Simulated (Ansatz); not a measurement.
## Mg6TaZn: relaxing a made-up structure

Starting from a made-up structure for Mg6TaZn, the aim is the relaxed cell, its shortest contacts and, where a second run follows, its electronic structure.

Calculated with Ansatz 0.2.0; DFT, PBE, plane-wave PAW, files of the set soft_1, scalar-relativistic, no spin, cell and ions relaxed at zero pressure; PAW set soft_1, in the first sound run; inputs show where later runs differ.

### 1. The starting structure

Symmetry: Amm2, No. 38, orthorhombic system. Conventional cell: a = 5.137 Å, b = 6.125 Å, c = 10.624 Å, α = 90.00°, β = 90.00°, γ = 90.00°. Ta has 10 Mg at 3.01 to 3.12 Å and 2 Zn at 3.22 Å nearest. Nearest to Zn lie 10 Mg at 2.94 to 3.19 Å and 2 Ta at 3.22 Å. Nearest to Mg lie 10 Mg at 2.99 to 3.14 Å and 2 Ta at 3.06 Å. Mg has 8 Mg at 2.99 to 3.18 Å and 2 Ta at 3.01 to 3.12 Å and 2 Zn at 3.05 Å nearest. Nearest to Mg lie 10 Mg at 3.02 to 3.11 Å and 2 Zn at 3.07 Å. Nearest to Mg lie 2 Zn at 2.94 to 3.19 Å and 8 Mg at 3.02 to 3.18 Å and 2 Ta at 3.11 Å. Farther neighbours are not listed.

### 2. Relaxing cell and atoms

The guessed cell has no reason to be at equilibrium. It is relaxed with the atoms, within the space group of the guess.

Input file input.yaml:

```yaml
crystal:
  lattice:
    - [5.137, 0.0, 0.0]
    - [0.0, 3.0625, 5.312]
    - [0.0, -3.0625, 5.312]
  atoms:
    - { symbol: Ta, position: [0.5, 0.6639, 0.6639] }
    - { symbol: Zn, position: [0.0, 0.8473, 0.8473] }
    - { symbol: Mg, position: [0.5, 0.1681, 0.1681] }
    - { symbol: Mg, position: [0.5, 0.6625, 0.1555] }
    - { symbol: Mg, position: [0.5, 0.1555, 0.6625] }
    - { symbol: Mg, position: [0.0, 0.3312, 0.3312] }
    - { symbol: Mg, position: [0.0, 0.838, 0.332] }
    - { symbol: Mg, position: [0.0, 0.332, 0.838] }
kpoints:
  mp_grid: { grid: [5, 5, 5] }
scf:
  occupations: { method: fermi_dirac, width: 0.05 }
hamiltonian:
  xc: pbe
  pseudopotentials: { kind: paw, azcp: { folder: soft_1 } }
relax:
  f_tol: 0.015
  max_steps: 70
  cell: {}
output:
  forces: true
  stress: true
```

Command:

```console
$ ansatz run input.yaml --threads 4 --pin off --max-ram 10240MiB --backend cpu --events-out ev --progress --plain --runs-dir out
```

Numbers of over 12 decimals in the logs are rounded to 6 here.

The log of the run:

```text
Engine: ansatz 0.2.0, aarch64-unknown-linux-gnu
Pseudopotentials: kind: paw
Pseudopotential: Ta, paw, valence charge 13, recommended cutoff 420 eV (normal), soft_1/Ta.paw.azcp
Pseudopotential: Zn, paw, valence charge 12, recommended cutoff 420 eV (normal), soft_1/Zn.paw.azcp
Pseudopotential: Mg, paw, valence charge 10, recommended cutoff 420 eV (normal), soft_1/Mg.paw.azcp
Functional definition: PBE
  parameter kappa = 0.804
  parameter beta = 0.066725
  exchange = pbe_x(kappa = kappa, mu = beta*pi^2/3)
  correlation = pbe_c(beta = beta)
Crystal: 8 atoms, lattice volume = 167.137 Å³
Basis set: ecut = 420 eV, 3271 PW (Γ), exchange–correlation on 72×90×90 points (8 copies of the dense FFT grid, shifted against one another)
Bands: 51, of which v1, the nominal top of the filled ones, is band 43 counted from 1 (42 counted from 0)
Symmetry: 4 space group operations
Space group: Amm2 (ITA 38), of the structure as read, at distance tolerance 5.5e-5 Å
k-points: 27 of 125 (time reversal used)
Non-local potential: Ta, projectors of the file, l = 0: 3, l = 1: 2, l = 2: 2, l = 3: 1
Non-local potential: Zn, projectors of the file, l = 0: 2, l = 1: 2, l = 2: 3, l = 3: 1
Non-local potential: Mg, projectors of the file, l = 0: 3, l = 1: 2, l = 2: 1
PAW form: soft (Blöchl's): semilocal exchange-correlation on the pseudo side does not see the compensation charge
PAW one-centre angular grid: Ta, 590 points (default); XC on 64 Gauss nodes
PAW one-centre angular grid: Zn, 590 points (default); XC on 64 Gauss nodes
PAW one-centre angular grid: Mg, 110 points (default); XC on 64 Gauss nodes
Initial density: superposition of atomic densities (chi_scale 0.1, normalization cell, long waves kept (reshape's long-wave potential 0.00 eV rms))
Initial wavefunctions: pseudopotential atomic-orbital guess
Functional: x = pbe(κ = 0.804, μ = 0.219515), c = pbe(β = 0.066725)
SCF iter   1: F=—  HF=-24794.532610 eV  |F-HF|=—  |Δ(HF+E_count)|=         —  Δρ=5.17e-2  dr2=6.05e0  ethr=3.10e-3  ⟨swp⟩=8.6  Hψ=6195  notcnv=0  defer=2
preconditioner: auto → Kerker (q_TF=auto, 2.438 Å⁻¹)  [metal: Δε(μ)=0.005 eV  Ē_g=5.071 eV  σ=0.050 eV  W_gap=0.03  n_scr=44 (ndim 8)  ℏωp=15.5 eV  f_vac=0.000  D(μ)=4.20/eV (n_scr^D=26)]
SCF iter   2: F=—  HF=-24793.661660 eV  |F-HF|=—  |Δ(HF+E_count)|=   8.71e-1  Δρ=1.82e-2  dr2=1.56e0  ethr=3.10e-3  ⟨swp⟩=2.0  Hψ=2168  notcnv=0  defer=30
SCF iter   3: F=—  HF=-24793.375687 eV  |F-HF|=—  |Δ(HF+E_count)|=   2.86e-1  Δρ=1.42e-2  dr2=5.63e-1  ethr=1.83e-3  ⟨swp⟩=2.0  Hψ=2166  notcnv=0  defer=30
SCF iter   4: F=—  HF=-24793.233555 eV  |F-HF|=—  |Δ(HF+E_count)|=   1.42e-1  Δρ=2.98e-3  dr2=2.01e-2  ethr=6.62e-4  ⟨swp⟩=2.5  Hψ=1958  notcnv=0  defer=30
SCF iter   5: F=—  HF=-24793.231961 eV  |F-HF|=—  |Δ(HF+E_count)|=   1.59e-3  Δρ=1.71e-3  dr2=3.55e-3  ethr=2.36e-5  ⟨swp⟩=2.1  Hψ=2173  notcnv=0  defer=29
SCF iter   6: F=—  HF=-24793.230934 eV  |F-HF|=—  |Δ(HF+E_count)|=   1.03e-3  Δρ=2.56e-4  dr2=1.92e-4  ethr=4.18e-6  ⟨swp⟩=2.0  Hψ=1516  notcnv=0  defer=29
SCF iter   7: F=—  HF=-24793.230906 eV  |F-HF|=—  |Δ(HF+E_count)|=   2.80e-5  Δρ=2.45e-4  dr2=5.83e-5  ethr=2.26e-7  ⟨swp⟩=2.0  Hψ=1821  notcnv=0  defer=29
SCF iter   8: F=—  HF=-24793.230954 eV  |F-HF|=—  |Δ(HF+E_count)|=   4.88e-5  Δρ=9.39e-5  dr2=9.70e-6  ethr=6.86e-8  ⟨swp⟩=2.0  Hψ=1597  notcnv=0  defer=29
SCF iter   9: F=—  HF=-24793.230951 eV  |F-HF|=—  |Δ(HF+E_count)|=   3.36e-6  Δρ=2.56e-5  dr2=8.31e-7  ethr=1.14e-8  ⟨swp⟩=2.7  Hψ=2483  notcnv=0  defer=29
SCF iter  10: F=-24793.230951 eV  HF=-24793.230951 eV  |F-HF|=1.12e-8  |Δ(HF+E_count)|=   2.62e-7  Δρ=2.49e-6  dr2=1.68e-8  ethr=1.18e-10  ⟨swp⟩=3.0  Hψ=4743  notcnv=0
SCF 1 converged in 10 iterations: F = -24793.230951 eV  dr2 = 1.68e-8
  greatest PAW one-centre occupation: 1.000 electrons in one spin orbital (limit 2), on the Mg atom at site 2 (counted from 0), in its partial waves of l = 0
relax step   1: F+E_penalty+E_count = -24793.23095074 eV  Δ(F+E_penalty+E_count) = +0.000e0 eV  max|allowed force component| = 8.999e-1 eV/Å  Δτ_max = 0.0000 Å  P = -1.580 GPa  Ω = 167.137 Å³  (10 SCF iters, dr2 threshold 1.00e-7 eV, accepted)
Crystal: 8 atoms, lattice volume = 160.103 Å³
Basis set: ecut = 420 eV, 3131 PW (Γ), exchange–correlation on 72×90×90 points (8 copies of the dense FFT grid, shifted against one another)
Initial density: handed on by an earlier stage of this run
Initial wavefunctions: those handed on with the density
iter 1 solved again at ethr=2.28e-4 eV; its pass at ethr=3.10e-3 eV (dr2=1.94e-1 eV) is discarded
SCF iter   1: F=—  HF=-24793.648667 eV  |F-HF|=—  |Δ(HF+E_count)|=         —  Δρ=7.70e-3  dr2=1.89e-1  ethr=2.28e-4  ⟨swp⟩=1.8  Hψ=7005  notcnv=0
preconditioner: auto → Kerker (q_TF=auto, 2.455 Å⁻¹)  [metal: Δε(μ)=0.053 eV  Ē_g=6.147 eV  σ=0.050 eV  W_gap=0.24  n_scr=44 (ndim 8)  ℏωp=15.8 eV  f_vac=0.000  D(μ)=3.62/eV (n_scr^D=20)]
SCF iter   2: F=—  HF=-24793.624982 eV  |F-HF|=—  |Δ(HF+E_count)|=   2.37e-2  Δρ=3.64e-3  dr2=4.72e-2  ethr=2.22e-4  ⟨swp⟩=2.0  Hψ=1987  notcnv=0
SCF iter   3: F=—  HF=-24793.619023 eV  |F-HF|=—  |Δ(HF+E_count)|=   5.96e-3  Δρ=2.13e-3  dr2=6.64e-3  ethr=5.55e-5  ⟨swp⟩=2.0  Hψ=2154  notcnv=0  defer=13
SCF iter   4: F=—  HF=-24793.616770 eV  |F-HF|=—  |Δ(HF+E_count)|=   2.25e-3  Δρ=6.54e-4  dr2=7.79e-4  ethr=7.81e-6  ⟨swp⟩=2.0  Hψ=1718  notcnv=0  defer=13
SCF iter   5: F=—  HF=-24793.616619 eV  |F-HF|=—  |Δ(HF+E_count)|=   1.51e-4  Δρ=1.53e-4  dr2=6.49e-5  ethr=9.17e-7  ⟨swp⟩=2.0  Hψ=1759  notcnv=0  defer=13
SCF iter   6: F=—  HF=-24793.616608 eV  |F-HF|=—  |Δ(HF+E_count)|=   1.10e-5  Δρ=6.19e-5  dr2=5.58e-6  ethr=7.63e-8  ⟨swp⟩=2.0  Hψ=1733  notcnv=0  defer=13
SCF iter   7: F=—  HF=-24793.616609 eV  |F-HF|=—  |Δ(HF+E_count)|=   4.19e-7  Δρ=2.68e-5  dr2=9.39e-7  ethr=9.41e-10  ⟨swp⟩=5.0  Hψ=5845  notcnv=0
SCF iter   8: F=-24793.616608 eV  HF=-24793.616608 eV  |F-HF|=2.14e-8  |Δ(HF+E_count)|=   5.50e-7  Δρ=6.10e-6  dr2=8.31e-8  ethr=9.41e-10  ⟨swp⟩=4.0  Hψ=4710  notcnv=0
SCF 2 converged in 8 iterations: F = -24793.616608 eV  dr2 = 8.31e-8
relax step   2: F+E_penalty+E_count = -24793.61660800 eV  Δ(F+E_penalty+E_count) = -3.857e-1 eV  max|allowed force component| = 4.734e-1 eV/Å  Δτ_max = 0.1937 Å  P = +0.427 GPa  Ω = 160.103 Å³  energy of the carried Pulay correction = +8.872e-4 eV  (8 SCF iters, dr2 threshold 8.00e-7 eV, accepted)
Crystal: 8 atoms, lattice volume = 160.914 Å³
Basis set: ecut = 420 eV, 3143 PW (Γ), exchange–correlation on 72×90×90 points (8 copies of the dense FFT grid, shifted against one another)
iter 1 solved again at ethr=6.64e-5 eV; its pass at ethr=3.10e-3 eV (dr2=5.65e-2 eV) is discarded
SCF iter   1: F=—  HF=-24793.681923 eV  |F-HF|=—  |Δ(HF+E_count)|=         —  Δρ=5.57e-3  dr2=5.54e-2  ethr=6.64e-5  ⟨swp⟩=1.6  Hψ=7754  notcnv=0
preconditioner: auto → Kerker (q_TF=auto, 2.453 Å⁻¹)  [metal: Δε(μ)=0.022 eV  Ē_g=6.201 eV  σ=0.050 eV  W_gap=0.11  n_scr=44 (ndim 8)  ℏωp=15.8 eV  f_vac=0.000  D(μ)=3.70/eV (n_scr^D=26)]
SCF iter   2: F=—  HF=-24793.672768 eV  |F-HF|=—  |Δ(HF+E_count)|=   9.16e-3  Δρ=2.72e-3  dr2=1.86e-2  ethr=6.52e-5  ⟨swp⟩=2.0  Hψ=1869  notcnv=0
SCF iter   3: F=—  HF=-24793.669810 eV  |F-HF|=—  |Δ(HF+E_count)|=   2.96e-3  Δρ=1.60e-3  dr2=3.84e-3  ethr=2.19e-5  ⟨swp⟩=2.0  Hψ=1964  notcnv=0
SCF iter   4: F=—  HF=-24793.668508 eV  |F-HF|=—  |Δ(HF+E_count)|=   1.30e-3  Δρ=4.71e-4  dr2=5.69e-4  ethr=4.52e-6  ⟨swp⟩=2.0  Hψ=1769  notcnv=0
SCF iter   5: F=—  HF=-24793.668368 eV  |F-HF|=—  |Δ(HF+E_count)|=   1.40e-4  Δρ=8.35e-5  dr2=2.69e-5  ethr=6.69e-7  ⟨swp⟩=2.0  Hψ=1917  notcnv=0
SCF iter   6: F=—  HF=-24793.668366 eV  |F-HF|=—  |Δ(HF+E_count)|=   2.33e-6  Δρ=5.53e-5  dr2=4.53e-6  ethr=3.16e-8  ⟨swp⟩=2.0  Hψ=1795  notcnv=0
SCF iter   7: F=-24793.668365 eV  HF=-24793.668365 eV  |F-HF|=1.09e-7  |Δ(HF+E_count)|=   1.21e-6  Δρ=1.12e-5  dr2=1.81e-7  ethr=9.41e-10  ⟨swp⟩=5.0  Hψ=5744  notcnv=0
SCF 3 converged in 7 iterations: F = -24793.668365 eV  dr2 = 1.81e-7
relax step   3: F+E_penalty+E_count = -24793.66836451 eV  Δ(F+E_penalty+E_count) = -5.176e-2 eV  max|allowed force component| = 2.136e-1 eV/Å  Δτ_max = 0.1949 Å  P = +0.646 GPa  Ω = 160.914 Å³  energy of the carried Pulay correction = +7.830e-4 eV  (7 SCF iters, dr2 threshold 8.00e-7 eV, accepted)
Crystal: 8 atoms, lattice volume = 163.127 Å³
Basis set: ecut = 420 eV, 3181 PW (Γ), exchange–correlation on 72×90×90 points (8 copies of the dense FFT grid, shifted against one another)
iter 1 solved again at ethr=9.16e-6 eV; its pass at ethr=3.10e-3 eV (dr2=7.78e-3 eV) is discarded
SCF iter   1: F=—  HF=-24793.678209 eV  |F-HF|=—  |Δ(HF+E_count)|=         —  Δρ=1.92e-3  dr2=7.99e-3  ethr=9.16e-6  ⟨swp⟩=2.2  Hψ=7560  notcnv=0
preconditioner: auto → Kerker (q_TF=auto, 2.447 Å⁻¹)  [metal: Δε(μ)=0.103 eV  Ē_g=6.220 eV  σ=0.050 eV  W_gap=0.44  n_scr=44 (ndim 8)  ℏωp=15.7 eV  f_vac=0.000  D(μ)=3.44/eV (n_scr^D=20)]
SCF iter   2: F=—  HF=-24793.677048 eV  |F-HF|=—  |Δ(HF+E_count)|=   1.16e-3  Δρ=8.58e-4  dr2=2.36e-3  ethr=9.16e-6  ⟨swp⟩=2.0  Hψ=1514  notcnv=0
SCF iter   3: F=—  HF=-24793.676703 eV  |F-HF|=—  |Δ(HF+E_count)|=   3.45e-4  Δρ=4.75e-4  dr2=5.05e-4  ethr=2.77e-6  ⟨swp⟩=2.0  Hψ=1759  notcnv=0
SCF iter   4: F=—  HF=-24793.676554 eV  |F-HF|=—  |Δ(HF+E_count)|=   1.49e-4  Δρ=1.77e-4  dr2=7.59e-5  ethr=5.94e-7  ⟨swp⟩=2.0  Hψ=1762  notcnv=0
SCF iter   5: F=—  HF=-24793.676538 eV  |F-HF|=—  |Δ(HF+E_count)|=   1.57e-5  Δρ=2.73e-5  dr2=3.11e-6  ethr=8.93e-8  ⟨swp⟩=2.0  Hψ=1618  notcnv=0
SCF iter   6: F=-24793.676538 eV  HF=-24793.676539 eV  |F-HF|=2.08e-7  |Δ(HF+E_count)|=   1.58e-7  Δρ=1.93e-5  dr2=4.68e-7  ethr=9.41e-10  ⟨swp⟩=5.0  Hψ=5369  notcnv=0
SCF 4 converged in 6 iterations: F = -24793.676538 eV  dr2 = 4.68e-7
relax step   4: F+E_penalty+E_count = -24793.67653829 eV  Δ(F+E_penalty+E_count) = -8.174e-3 eV  max|allowed force component| = 1.023e-1 eV/Å  Δτ_max = 0.0450 Å  P = -0.278 GPa  Ω = 163.127 Å³  energy of the carried Pulay correction = +5.012e-4 eV  (6 SCF iters, dr2 threshold 8.00e-7 eV, accepted)
Crystal: 8 atoms, lattice volume = 162.299 Å³
Basis set: ecut = 420 eV, 3169 PW (Γ), exchange–correlation on 72×90×90 points (8 copies of the dense FFT grid, shifted against one another)
iter 1 solved again at ethr=1.32e-6 eV; its pass at ethr=3.10e-3 eV (dr2=1.12e-3 eV) is discarded
SCF iter   1: F=—  HF=-24793.680287 eV  |F-HF|=—  |Δ(HF+E_count)|=         —  Δρ=6.38e-4  dr2=1.21e-3  ethr=1.32e-6  ⟨swp⟩=3.0  Hψ=6758  notcnv=0
preconditioner: auto → Kerker (q_TF=auto, 2.449 Å⁻¹)  [metal: Δε(μ)=0.072 eV  Ē_g=6.206 eV  σ=0.050 eV  W_gap=0.33  n_scr=44 (ndim 8)  ℏωp=15.7 eV  f_vac=0.000  D(μ)=3.54/eV (n_scr^D=20)]
SCF iter   2: F=—  HF=-24793.680121 eV  |F-HF|=—  |Δ(HF+E_count)|=   1.65e-4  Δρ=3.19e-4  dr2=4.02e-4  ethr=1.32e-6  ⟨swp⟩=2.0  Hψ=1512  notcnv=0
SCF iter   3: F=—  HF=-24793.680043 eV  |F-HF|=—  |Δ(HF+E_count)|=   7.83e-5  Δρ=2.00e-4  dr2=6.99e-5  ethr=4.73e-7  ⟨swp⟩=2.0  Hψ=1751  notcnv=0
SCF iter   4: F=—  HF=-24793.680019 eV  |F-HF|=—  |Δ(HF+E_count)|=   2.44e-5  Δρ=6.58e-5  dr2=1.05e-5  ethr=8.22e-8  ⟨swp⟩=2.0  Hψ=1741  notcnv=0
iter 5 did not close the SCF: its close was put off for the readings that it lacked (scf_convergence_deferred on its scf_iter line)
SCF iter   5: F=-24793.680016 eV  HF=-24793.680016 eV  |F-HF|=1.18e-7  |Δ(HF+E_count)|=   2.68e-6  Δρ=1.01e-5  dr2=2.73e-7  ethr=1.24e-8  ⟨swp⟩=2.0  Hψ=1777  notcnv=0
SCF iter   6: F=-24793.680016 eV  HF=-24793.680016 eV  |F-HF|=2.65e-8  |Δ(HF+E_count)|=   2.47e-8  Δρ=7.19e-6  dr2=6.18e-8  ethr=3.21e-10  ⟨swp⟩=3.0  Hψ=5827  notcnv=0
SCF 5 converged in 6 iterations: F = -24793.680016 eV  dr2 = 6.18e-8
relax step   5: F+E_penalty+E_count = -24793.68001612 eV  Δ(F+E_penalty+E_count) = -3.478e-3 eV  max|allowed force component| = 6.517e-3 eV/Å  Δτ_max = 0.0115 Å  P = +0.019 GPa  Ω = 162.299 Å³  energy of the carried Pulay correction = +6.062e-4 eV  (6 SCF iters, dr2 threshold 8.00e-7 eV, accepted)
Crystal: 8 atoms, lattice volume = 162.350 Å³
iter 1 solved again at ethr=9.85e-9 eV; its pass at ethr=3.10e-3 eV (dr2=8.37e-6 eV) is discarded
SCF iter   1: F=—  HF=-24793.680085 eV  |F-HF|=—  |Δ(HF+E_count)|=         —  Δρ=6.91e-5  dr2=8.75e-6  ethr=9.85e-9  ⟨swp⟩=3.0  Hψ=6577  notcnv=0
preconditioner: auto → Kerker (q_TF=auto, 2.449 Å⁻¹)  [metal: Δε(μ)=0.067 eV  Ē_g=6.213 eV  σ=0.050 eV  W_gap=0.31  n_scr=44 (ndim 8)  ℏωp=15.7 eV  f_vac=0.000  D(μ)=3.56/eV (n_scr^D=20)]
SCF iter   2: F=—  HF=-24793.680007 eV  |F-HF|=—  |Δ(HF+E_count)|=   7.82e-5  Δρ=4.46e-5  dr2=4.06e-6  ethr=9.85e-9  ⟨swp⟩=1.0  Hψ=1377  notcnv=0
SCF iter   3: F=—  HF=-24793.680066 eV  |F-HF|=—  |Δ(HF+E_count)|=   5.89e-5  Δρ=1.69e-5  dr2=3.62e-7  ethr=4.78e-9  ⟨swp⟩=2.0  Hψ=1853  notcnv=0
SCF iter   4: F=—  HF=-24793.680066 eV  |F-HF|=—  |Δ(HF+E_count)|=   1.60e-7  Δρ=6.54e-6  dr2=7.48e-8  ethr=4.26e-10  ⟨swp⟩=2.7  Hψ=1731  notcnv=0
iter 5 did not close the SCF: its close was put off for the readings that it lacked (scf_convergence_deferred on its scf_iter line)
SCF iter   5: F=-24793.680066 eV  HF=-24793.680066 eV  |F-HF|=2.07e-9  |Δ(HF+E_count)|=   1.77e-8  Δρ=1.04e-6  dr2=3.22e-9  ethr=8.80e-11  ⟨swp⟩=2.0  Hψ=1771  notcnv=0
SCF iter   6: F=-24793.680066 eV  HF=-24793.680066 eV  |F-HF|=1.67e-10  |Δ(HF+E_count)|=  2.40e-10  Δρ=6.27e-7  dr2=5.34e-10  ethr=3.79e-12  ⟨swp⟩=3.0  Hψ=5980  notcnv=0
SCF 6 converged in 6 iterations: F = -24793.680066 eV  dr2 = 5.34e-10
relax step   6: F+E_penalty+E_count = -24793.68006596 eV  Δ(F+E_penalty+E_count) = -4.983e-5 eV  max|allowed force component| = 3.494e-3 eV/Å  Δτ_max = 0.0028 Å  P = +0.003 GPa  Ω = 162.350 Å³  energy of the carried Pulay correction = +5.998e-4 eV  (6 SCF iters, dr2 threshold 7.51e-9 eV, accepted)
Initial wavefunctions: pseudopotential atomic-orbital guess (no wavefunctions were taken with the density)
iter 1 solved again at ethr=1.40e-7 eV; its pass at ethr=3.10e-3 eV (dr2=1.19e-4 eV) is discarded
SCF iter   1: F=—  HF=-24793.679036 eV  |F-HF|=—  |Δ(HF+E_count)|=         —  Δρ=2.71e-4  dr2=4.23e-6  ethr=1.40e-7  ⟨swp⟩=3.0  Hψ=9618  notcnv=0
preconditioner: auto → Kerker (q_TF=auto, 2.449 Å⁻¹)  [metal: Δε(μ)=0.067 eV  Ē_g=6.212 eV  σ=0.050 eV  W_gap=0.31  n_scr=44 (ndim 8)  ℏωp=15.7 eV  f_vac=0.000  D(μ)=3.56/eV (n_scr^D=20)]
SCF iter   2: F=—  HF=-24793.679287 eV  |F-HF|=—  |Δ(HF+E_count)|=   2.51e-4  Δρ=1.46e-4  dr2=2.93e-6  ethr=4.97e-9  ⟨swp⟩=2.0  Hψ=1702  notcnv=0
SCF iter   3: F=—  HF=-24793.679393 eV  |F-HF|=—  |Δ(HF+E_count)|=   1.06e-4  Δρ=2.79e-5  dr2=2.38e-7  ethr=3.45e-9  ⟨swp⟩=2.0  Hψ=1703  notcnv=0
SCF iter   4: F=—  HF=-24793.679395 eV  |F-HF|=—  |Δ(HF+E_count)|=   1.85e-6  Δρ=3.95e-6  dr2=7.68e-9  ethr=2.80e-10  ⟨swp⟩=2.0  Hψ=1791  notcnv=0
SCF iter   5: F=—  HF=-24793.679395 eV  |F-HF|=—  |Δ(HF+E_count)|=   6.18e-8  Δρ=2.13e-6  dr2=1.42e-9  ethr=9.03e-12  ⟨swp⟩=2.0  Hψ=2025  notcnv=0
SCF iter   6: F=—  HF=-24793.679395 eV  |F-HF|=—  |Δ(HF+E_count)|=   1.37e-8  Δρ=3.89e-7  dr2=1.11e-10  ethr=1.67e-12  ⟨swp⟩=2.3  Hψ=2131  notcnv=0
SCF iter   7: F=-24793.679395 eV  HF=-24793.679395 eV  |F-HF|=1.09e-11  |Δ(HF+E_count)|=  4.04e-10  Δρ=6.84e-8  dr2=1.31e-11  ethr=1.00e-12  ⟨swp⟩=4.0  Hψ=4600  notcnv=0
SCF 7 converged in 7 iterations: F = -24793.679395 eV  dr2 = 1.31e-11
relax step   7: F+E_penalty+E_count = -24793.67939467 eV  Δ(F+E_penalty+E_count) = +6.713e-4 eV  max|allowed force component| = 3.494e-3 eV/Å  Δτ_max = 0.0000 Å  P = +0.003 GPa  Ω = 162.350 Å³  stress off target by 1.44e-2 GPa  SCF on the basis re-selected at this cell (its energy is not comparable with the rows above)  (7 SCF iters)
basis re-selected at this cell: Δ(F+E_penalty+E_count) = +6.713e-4 eV, ΔP = -0.000 GPa vs the last step (what re-selecting the basis moved, of the pressure what is left beyond the Pulay correction that the steps carried, after the strain that the cell walked since its last selection, with what the two solves' SCF thresholds leave and, on support functions, any second-order correction that the steps lacked; it is no m [...]
SCF converged after 7 iterations
Free energy (F): -24793.679395 eV
Harris-Foulkes:  -24793.679395 eV  (|F-HF|=1.09e-11)
Internal energy: -24793.649704 eV  (E = F + TS)
E sigma→0 (E₀):  -24793.664550 eV
Entropy (-TS):   -0.029690 eV (-3.711 meV/atom)
Fermi energy:    7.845615 eV
--- Per-component energies (eV) ---
  E_band       = -2230.480759
  E_kinetic    = 954.618040
  E_local      = -12664.857225  (includes V_loc(G=0)·N_el)
  E_nonlocal   = 1976.417145
  E_hartree    = 4383.242482
  E_xc         = -555.261187
  E_vxc        = -485.335810  (∫ρ·V_xc dr)
  E_paw        = -12004.838377  (= ΣΔE_a)
  E_vpaw       = -777.806804  (= ΣTr[D̂ρ^β])
  E_aug_tail   = -0.001091  (compensation charges beyond the density's cutoff)
  E_ewald      = -6882.969492
  E_smearing   = -0.029690  (= −TS)
  E_closure    = -0.000000  (closes the sum)
  Σ components = -24793.679395   (vs F -24793.679395, Δ=0.00e0)
--- Forces (eV/Å), atoms counted from 1 ---
  atom   1  Ta     0.00000000     0.00000000     0.00324243
  atom   2  Zn     0.00000000     0.00000000     0.00021313
  atom   3  Mg     0.00000000     0.00000000     0.00067657
  atom   4  Mg    -0.00000000    -0.00018683     0.00123149
  atom   5  Mg     0.00000000     0.00018683     0.00123149
  atom   6  Mg     0.00000000     0.00000000    -0.00349432
  atom   7  Mg     0.00000000    -0.00134111    -0.00155012
  atom   8  Mg     0.00000000     0.00134111    -0.00155012
  max |Σ_I F_I| component: 5.49e-7 eV/Å
--- Stress (GPa, compression-positive) ---
        0.014441       0.000000       0.000000
        0.000000      -0.012063       0.000000
        0.000000       0.000000       0.007403
  P = ⅓ Tr σ = 0.0033 GPa (0.033 kbar)
--- Relaxed structure (6 steps of the walk, 6 accepted, 1 SCFs on fresh bases) ---
  F+E_penalty+E_count = -24793.67939467 eV   max|allowed force component| = 3.494e-3 eV/Å   (the final SCF, on the basis selected at the relaxed cell)
  cell:  # Å, volume = 162.3496 Å³
    - [4.855031, 0.0, 0.0]
    - [0.0, 3.089863, 5.411155]
    - [0.0, -3.089863, 5.411155]
  atoms:
    - { symbol: Ta, position: [0.5, 0.674265, 0.674265] }
    - { symbol: Zn, position: [0.0, 0.814375, 0.814375] }
    - { symbol: Mg, position: [0.5, 0.168267, 0.168267] }
    - { symbol: Mg, position: [0.5, 0.674329, 0.163638] }
    - { symbol: Mg, position: [0.5, 0.163638, 0.674329] }
    - { symbol: Mg, position: [0.0, 0.331015, 0.331015] }
    - { symbol: Mg, position: [0.0, 0.827860, 0.344751] }
    - { symbol: Mg, position: [0.0, 0.344751, 0.827860] }
```

Run time: 28 s. Hardware: 4 threads of Arm Neoverse V2, shared host; peak memory 0.58 GiB.

(Continued in part 2 of 2.)

[Logs are printed without paths, hosts, clocks, repeated set-up lines and the standing remarks that a program may print on its own settings, such as how far it seeks lower states.]

[Hosts, paths, dates, database ids (printed as entryN), source tags and the programs' standing remarks are cut or masked in the printed files.]
